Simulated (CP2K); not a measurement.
Two runs for the C K edge of formate dihydrate. Run A: CP2K XAS_TDP, all-electron GAPW, PBEh(45%), aug-cc-pVDZ, TDA, no relativity. Run B differs in one setting.

First lines with a strength over 0.0015. A:

| atom | energy (eV) | states | strength, one atom |
| --- | --- | --- | --- |
| C2 (bonded to 2 O and H) | 283.35 | 1 | 0.0742 |
|  | 285.72 | 1 | 0.0103 |
|  | 287.21 | 1 | 0.0016 |
|  | 287.95 | 1 | 0.0020 |
|  | 288.04 | 1 | 0.0038 |

B:

| atom | energy (eV) | states | strength, one atom |
| --- | --- | --- | --- |
| C2 (bonded to 2 O and H) | 290.25 | 1 | 0.0724 |
|  | 292.62 | 1 | 0.0101 |
|  | 294.11 | 1 | 0.0016 |
|  | 294.85 | 1 | 0.0020 |
|  | 294.94 | 1 | 0.0037 |

Question: Which was it: scalar relativity switched on, the functional, GW2X switched on, the basis?

GW2X switched on. GW2X shifts an atom's lines together and keeps their spacings. Against PBEh(45%) in aug-cc-pVDZ, the leading line moves by +6.90 eV, to 290.25 eV.

[Hosts, paths, dates, database ids (printed as entryN), source tags and the programs' standing remarks are cut or masked in the printed files.]
